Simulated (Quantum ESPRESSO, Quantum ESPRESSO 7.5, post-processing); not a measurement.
## F-SiSi-F chair, 1 layer: a series in the field along the normal

Wanted: a table for F-SiSi-F chair, 1 layer against the field along the normal, and what can be fitted to it.

Main program and level: Quantum ESPRESSO 7.5; plane-wave DFT, PBE, GBRV ultrasoft pseudopotentials (geometry by pw.x at PBE-D3(BJ), GBRV ultrasoft).

This is a report of a sequence of runs, with most program output left out.

## (1) The starting structure

The cell holds 4 atoms: 2 F and 2 Si. Cell: a = 3.663 Å, b = 3.663 Å, c = 21.100 Å, α = 90.0°, β = 90.0°, γ = 120.0°. Vacuum lies along c.

Set-up: Cell and atoms are relaxed without a field with a D3(BJ) correction and then held. Sawtooth field with dipole correction, 17 Å of vacuum in the starting cell, Fermi-Dirac smearing of 0.002 Ry; bands along a path at each field.

Members -0.05, 0.1, -0.1, 0.2, -0.2, 0.3 and -0.3 took the same steps and show in the table alone.

This sheet is a model structure: its symmetry is held, and its stability is not tested here.

## (2) Variable-cell relaxation of the reference

What the set-up leaves free in this member is relaxed.

The input, ref.relax.in:

```
&control
  prefix = 'ref.relax'
  outdir = './out'
  pseudo_dir = './pseudo'
  nstep = 80
  forc_conv_thr = 0.0004
  calculation = 'vc-relax'
  etot_conv_thr = 1e-06
/
&system
  ibrav = 0
  nat = 4
  ntyp = 2
  ecutwfc = 50
  ecutrho = 250
  vdw_corr = 'grimme-d3'
  dftd3_version = 4
  occupations = 'smearing'
  smearing = 'fd'
  degauss = 0.004
/
&electrons
  conv_thr = 1e-09
  mixing_beta = 0.4
  electron_maxstep = 120
  mixing_mode = 'plain'
/
&ions
/
&cell
  cell_dofree = '2Dxy'
  press_conv_thr = 0.3
/
ATOMIC_SPECIES
  F   18.9984  f_pbe_v1.4.uspp.F.UPF
  Si  28.0850  si_pbe_v1.uspp.F.UPF
CELL_PARAMETERS angstrom
  3.66300000000000 0.00000000000000 0.00000000000000
  -1.83150000000000 3.17225105406240 0.00000000000000
  0.00000000000000 0.00000000000000 21.10000000000000
ATOMIC_POSITIONS crystal
  F   0.666666666700 0.333333333300 0.402843601896
  Si  0.666666666700 0.333333333300 0.482464454976
  Si  0.333333333300 0.666666666700 0.517535545024
  F   0.333333333300 0.666666666700 0.597156398104
K_POINTS automatic
  12 12 1 0 0 0
```

The run is started by

```sh
$ OMP_NUM_THREADS=1 mpirun -n 4 pw.x -nk 4 -in ref.relax.in > ref.relax.out
```

Elapsed: 3.1 min, on 4 MPI ranks of Intel Xeon Platinum 8488C (Sapphire Rapids), shared host; peak memory 0.9 GiB; 12 min of CPU time.

The steps of the relaxation:

| step | energy less that of the first step (eV) | largest force (eV/Å) | volume (Å³) |
| --- | --- | --- | --- |
| 1 | 0.0000 | 2.0497 | 245.18 |
| 2 | -0.1481 | 0.4877 | 247.94 |
| 3 | -0.1849 | 0.2468 | 250.11 |
| 4 | -0.2172 | 0.2033 | 252.51 |
| 5 | -0.2592 | 0.1841 | 256.14 |
| 6 | -0.3103 | 0.1668 | 261.62 |
| 7 | -0.3633 | 0.2737 | 269.96 |
| 8 | -0.3948 | 0.3130 | 281.40 |
| 9 | -0.3984 | 0.2392 | 283.44 |
| 10 | -0.4027 | 0.0855 | 285.09 |
| 11 | -0.4042 | 0.0596 | 284.58 |
| 12 | -0.4046 | 0.0165 | 283.65 |
| 13 | -0.4046 | 0.0035 | 283.41 |
| 14 | -0.4046 | 0.0003 | 283.40 |
| 15 | -0.4052 | 0.0003 | 283.40 |

```
cell as run  before  after  change
      a (Å)   3.663  3.938  +7.5 %
      b (Å)   3.663  3.938  +7.5 %
```

The atoms that moved most (Å, along periodic axes as changes of fractional coordinates times the final cell, across vacuum about the mean position):

```csv
atom,dx,dy,dz,length
F4,0.000,0.000,-0.067,0.067
F1,0.000,0.000,0.067,0.067
Si2,0.000,0.000,0.018,0.018
Si3,0.000,0.000,-0.018,0.018
```

Final coordinates:

```xyz
4
Lattice="3.9382 0.0000 0.0000 -1.9691 3.4106 0.0000 0.0000 0.0000 21.1000" Properties=species:S:1:pos:R:3
F     1.9691    1.1369    8.5665
Si    1.9691    1.1369   10.1975
Si    0.0000    2.2737   10.9025
F     0.0000    2.2737   12.5335
```

 The last row is no step: it is a fresh SCF in the final cell with a new plane-wave basis, -1 meV from the row before.

This step gave:

- free energy: -1586.8876 eV
- Fermi energy: -3.698 eV

## (3) SCF with pw.x, 0 V/Å

The self-consistent run of this member.

Level of this step: plane-wave DFT, PBE, GBRV ultrasoft pseudopotentials (Quantum ESPRESSO 7.5).

The input, m0.scf.in:

```
&control
  prefix = 'm0.scf'
  outdir = './out'
  pseudo_dir = './pseudo'
  calculation = 'scf'
  tprnfor = .true.
  tefield = .true.
  dipfield = .true.
/
&system
  ibrav = 0
  nat = 4
  ntyp = 2
  ecutwfc = 40
  ecutrho = 200
  occupations = 'smearing'
  smearing = 'fd'
  degauss = 0.002
  edir = 3
  emaxpos = 0.97
  eopreg = 0.04
  eamp = 0.0
  nbnd = 17
/
&electrons
  conv_thr = 1e-09
  mixing_beta = 0.4
  electron_maxstep = 120
  mixing_mode = 'plain'
/
ATOMIC_SPECIES
  F   18.9984  f_pbe_v1.4.uspp.F.UPF
  Si  28.0850  si_pbe_v1.uspp.F.UPF
CELL_PARAMETERS angstrom
  3.93816932200000 0.00000000000000 0.00000000000000
  -1.96908466100000 3.41055467700000 0.00000000000000
  0.00000000000000 0.00000000000000 21.10000000000000
ATOMIC_POSITIONS crystal
  F   0.666666666700 0.333333333300 0.405996223100
  Si  0.666666666700 0.333333333300 0.483294441200
  Si  0.333333333300 0.666666666700 0.516705558800
  F   0.333333333300 0.666666666700 0.594003776900
K_POINTS automatic
  12 12 1 0 0 0
```

The run is started by

```sh
$ OMP_NUM_THREADS=1 mpirun -n 4 pw.x -nk 4 -in m0.scf.in > m0.scf.out
```

It took 38 s on 4 MPI ranks; peak memory 0.6 GiB.

Numbers from this step:

- free energy: -1586.5118 eV
- Fermi energy: -3.714 eV
- dipole along the normal: 0 e·Å
- valence top, on the run's zero: -4.055 eV
- conduction bottom, on the run's zero: -3.393 eV
- gap by band count: 0.6614 eV

## (4) Potential by pp.x, 0 V/Å

plot_num = 11 writes the bare and Hartree potential, from which vacuum levels or, in a crystal, the mean potential are read.

The input, m0.pot.in:

```
&inputpp
  prefix = 'm0.scf'
  outdir = './out'
  filplot = 'm0.pot.dat'
  plot_num = 11
/
```

The run is started by

```sh
$ OMP_NUM_THREADS=1 mpirun -n 4 pp.x -in m0.pot.in > m0.pot.out
```

Elapsed: 1.6 s, on 4 MPI ranks; peak memory 0.11 GiB; 5.2 s of CPU time.

This step gave:

- slope of the potential above: 3.66e-6 eV/Å
- upper vacuum line continued to the top atoms, over the valence top: 6.527 eV
- slope of the potential below: -1.25e-5 eV/Å
- lower vacuum line continued to the bottom atoms, over the valence top: 6.527 eV
- vacuum level at the upper face over the valence top of the mesh: 6.527 eV
- vacuum level at the lower face over the valence top of the mesh: 6.527 eV

Electrostatic potential energy of an electron, with the sawtooth; zero at the highest filled level of the SCF mesh. The potential energy, planar mean by z:

```
z (Å)  potential energy, planar mean (eV)
  0.0                                6.53
  0.5                                6.53
  1.0                                6.53
  1.5                                6.53
  2.0                                6.53
  2.5                                6.53
  3.0                                6.53
  3.5                                6.53
  4.0                                6.53
  4.5                                6.53
  5.0                                6.53
  5.5                                6.53
  6.0                                6.53
  6.5                                6.52
  7.0                                6.51
  7.5                                6.37
  8.0                                5.13
  8.5                               0.278
  9.0                                1.63
  9.5                              -0.730
 10.0                               -7.46
 10.5                               -10.9
 11.0                               -8.50
 11.5                               -2.07
 12.0                                1.86
 12.5                             -0.0758
 13.0                                4.34
 13.5                                6.29
 14.0                                6.50
 14.5                                6.52
 15.0                                6.53
 15.5                                6.53
 16.0                                6.53
 16.5                                6.53
 17.0                                6.53
 17.5                                6.53
 18.0                                6.53
 18.5                                6.53
 19.0                                6.53
 19.5                                6.53
 20.0                                6.53
 20.5                                6.53
```

## (5) Bands along a path, 0 V/Å

Bands along a path place the edges.

m0.bands.in, as its differences from the input of step 3:

```diff
@@ -1,7 +1,6 @@
 &control
-  prefix = 'm0.scf'
+  prefix = 'm0.bands'
   outdir = './out'
   pseudo_dir = './pseudo'
-  calculation = 'scf'
-  tprnfor = .true.
+  calculation = 'bands'
   tefield = .true.
@@ -25,6 +24,6 @@
 &electrons
-  conv_thr = 1e-09
+  conv_thr = 1e-07
   mixing_beta = 0.4
   electron_maxstep = 120
-  mixing_mode = 'plain'
+  mixing_mode = 'local-TF'
 /
@@ -42,3 +41,7 @@
   F   0.333333333300 0.666666666700 0.594003776900
-K_POINTS automatic
-  12 12 1 0 0 0
+K_POINTS crystal_b
+4
+  0.0000000000 0.0000000000 0.0000000000 10
+  0.5000000000 0.0000000000 0.0000000000 10
+  0.3333333333 0.3333333333 0.0000000000 10
+  0.0000000000 0.0000000000 0.0000000000 1
```

The run is started by

```sh
$ cp -r out/m0.scf.save out/m0.bands.save
$ cp out/m0.scf.xml out/m0.bands.xml
$ OMP_NUM_THREADS=1 mpirun -n 4 pw.x -nk 4 -in m0.bands.in > m0.bands.out
```

The job ended after 12 s (4 MPI ranks; peak memory 0.38 GiB; 49 s of CPU time).

Band numbers count within the set of bands kept for display. The electronic bands at the labelled points (eV, zero at the highest filled level of the SCF mesh; v1 is the highest filled band, c1 the lowest empty one):

| point | v4 | v3 | v2 | v1 | c1 | c2 | c3 | c4 |
| --- | --- | --- | --- | --- | --- | --- | --- | --- |
| Γ | -4.96 | -4.96 | 0.00 | 0.00 | 0.66 | 3.73 | 3.73 | 3.78 |
| halfway | -4.98 | -4.87 | -2.46 | -0.70 | 1.62 | 2.97 | 5.81 | 6.37 |
| M | -5.01 | -4.66 | -3.91 | -1.13 | 1.71 | 3.89 | 4.66 | 8.20 |
| halfway | -5.10 | -4.52 | -3.95 | -1.98 | 3.12 | 4.34 | 4.73 | 7.05 |
| K | -5.17 | -4.22 | -4.22 | -2.51 | 4.40 | 4.40 | 6.19 | 6.26 |
| halfway | -5.02 | -4.81 | -2.72 | -1.29 | 2.06 | 4.01 | 4.63 | 6.63 |
| Γ | -4.96 | -4.96 | 0.00 | 0.00 | 0.66 | 3.73 | 3.73 | 3.78 |

Along this path the valence top lies at Γ and the conduction bottom at Γ.

## (6) SCF with pw.x, 0.05 V/Å

m1.scf.in, as its differences from the input of step 3:

```diff
@@ -1,3 +1,3 @@
 &control
-  prefix = 'm0.scf'
+  prefix = 'm1.scf'
   outdir = './out'
@@ -21,3 +21,3 @@
   eopreg = 0.04
-  eamp = 0.0
+  eamp = 0.00097235
   nbnd = 17
@@ -29,2 +29,3 @@
   mixing_mode = 'plain'
+  startingpot = 'file'
 /
```

The run is started by

```sh
$ cp -r out/m0.scf.save out/m1.scf.save
$ OMP_NUM_THREADS=1 mpirun -n 4 pw.x -nk 4 -in m1.scf.in > m1.scf.out
```

The job ended after 30 s (4 MPI ranks; peak memory 0.59 GiB; 2 min of CPU time).

This step gave:

```
free energy                          : -1586.5121 eV
Fermi energy                         : -3.705 eV
dipole along the normal              : 0.01224 e·Å
valence top, on the run's zero       : -4.046 eV
conduction bottom, on the run's zero : -3.385 eV
gap by band count                    : 0.6613 eV
```

## (7) Self-consistent run, 0.4 V/Å

m9.scf.in, as its differences from the input of step 6:

```diff
@@ -1,3 +1,3 @@
 &control
-  prefix = 'm1.scf'
+  prefix = 'm9.scf'
   outdir = './out'
@@ -21,3 +21,3 @@
   eopreg = 0.04
-  eamp = 0.00097235
+  eamp = 0.00777876
   nbnd = 17
```

The run is started by

```sh
$ cp -r out/m0.scf.save out/m9.scf.save
$ OMP_NUM_THREADS=1 mpirun -n 4 pw.x -nk 4 -in m9.scf.in > m9.scf.out
```

Run time: 34 s. Hardware: 4 MPI ranks; peak memory 0.78 GiB; 2.3 min of CPU time.

Numbers from this step:

| Item | Value |
| --- | --- |
| free energy | -1586.5314 eV |
| Fermi energy | -3.647 eV |
| dipole along the normal | 0.09816 e·Å |
| valence top, on the run's zero | -3.985 eV |
| conduction bottom, on the run's zero | -3.328 eV |
| gap by band count | 0.6575 eV |

## (8) Self-consistent run, -0.4 V/Å

m10.scf.in, as its differences from the input of step 7:

```diff
@@ -1,3 +1,3 @@
 &control
-  prefix = 'm9.scf'
+  prefix = 'm10.scf'
   outdir = './out'
@@ -21,3 +21,3 @@
   eopreg = 0.04
-  eamp = 0.00777876
+  eamp = -0.00777876
   nbnd = 17
```

The run is started by

```sh
$ cp -r out/m0.scf.save out/m10.scf.save
$ OMP_NUM_THREADS=1 mpirun -n 4 pw.x -nk 4 -in m10.scf.in > m10.scf.out
```

Run time: 35 s. Hardware: 4 MPI ranks; peak memory 0.62 GiB.

Numbers from this step:

| Quantity | Value |
| --- | --- |
| Fermi energy | -3.789 eV |
| dipole along the normal | -0.09818 e·Å |
| valence top, on the run's zero | -4.127 eV |
| conduction bottom, on the run's zero | -3.470 eV |

## (9) The series side by side

The series in one table, energies over the lowest:

| the field along the normal | dipole (e Å) | gap along the path (eV) | upper vacuum line at the top atoms, over the zero (eV) | lower vacuum line at the bottom atoms, over the zero (eV) | energy (eV) |
| --- | --- | --- | --- | --- | --- |
| -0.4 V/Å | -0.09818 | 0.6575 | 6.397 | 6.661 | 0.0000 |
| -0.3 V/Å | -0.07364 | 0.6592 | 6.429 | 6.627 | 0.0086 |
| -0.2 V/Å | -0.04911 | 0.6604 | 6.462 | 6.593 | 0.0147 |
| -0.1 V/Å | -0.02457 | 0.6611 | 6.494 | 6.56 | 0.0184 |
| -0.05 V/Å | -0.01224 | 0.6613 | 6.51 | 6.544 | 0.0193 |
| 0 V/Å | 0 | 0.6614 | 6.527 | 6.527 | 0.0196 |
| 0.05 V/Å | 0.01224 | 0.6613 | 6.544 | 6.51 | 0.0193 |
| 0.1 V/Å | 0.02459 | 0.6611 | 6.56 | 6.494 | 0.0184 |
| 0.2 V/Å | 0.04911 | 0.6604 | 6.593 | 6.462 | 0.0147 |
| 0.3 V/Å | 0.07364 | 0.6592 | 6.627 | 6.429 | 0.0086 |
| 0.4 V/Å | 0.09816 | 0.6575 | 6.661 | 6.397 | 0.0000 |

## (10) Worked from the printed numbers

4πα/A = 180.95 × 0.2456 e Å²/V / 13.431 Å² = 3.31 Å.

In linear response the energy changes by −(p₀ + p)E/2: at 0.2 V/Å, −(0.0000 + 0.0491) × 0.2/2 = -0.0049 eV; the runs give -0.0049 eV.

## (11) What came out

```json
{"4πα/A from the weak fields": "3.31 Å", "gap along the path, at -0.4 V/Å and at 0.4 V/Å": "0.66, 0.66 eV", "upper vacuum line at the top atoms, over the zero, at -0.4 V/Å and at 0.4 V/Å": "6.40, 6.66 eV", "lower vacuum line at the bottom atoms, over the zero, at -0.4 V/Å and at 0.4 V/Å": "6.66, 6.40 eV"}
```

In words: The series holds 11 members; 4πα/A from the weak fields: 3.31 Å (PBE, GBRV ultrasoft). The strongest fields leave the weak-field line by 0.1 % of the induced dipole. From -0.4 V/Å to 0.4 V/Å the gap along the path stays within 0.004 eV. From -0.4 V/Å to 0.4 V/Å the upper vacuum line at the top atoms, over the zero rises from 6.40 to 6.66 eV. From -0.4 V/Å to 0.4 V/Å the lower vacuum line at the bottom atoms, over the zero falls from 6.66 to 6.40 eV. Ions are held; semilocal gaps are too small; in strong fields empty levels can belong to the vacuum.

[Logs are printed without paths, hosts, clocks, repeated set-up lines and the standing remarks that a program may print on its own settings, such as how far it seeks lower states.]

[Hosts, paths, dates, database ids (printed as entryN), source tags and the programs' standing remarks are cut or masked in the printed files.]

[Maps of the electrostatic potential energy from Ansatz leave out the sawtooth potential of an applied field or a dipole correction, so their vacuum need not be flat; planar profiles and work functions include it.]
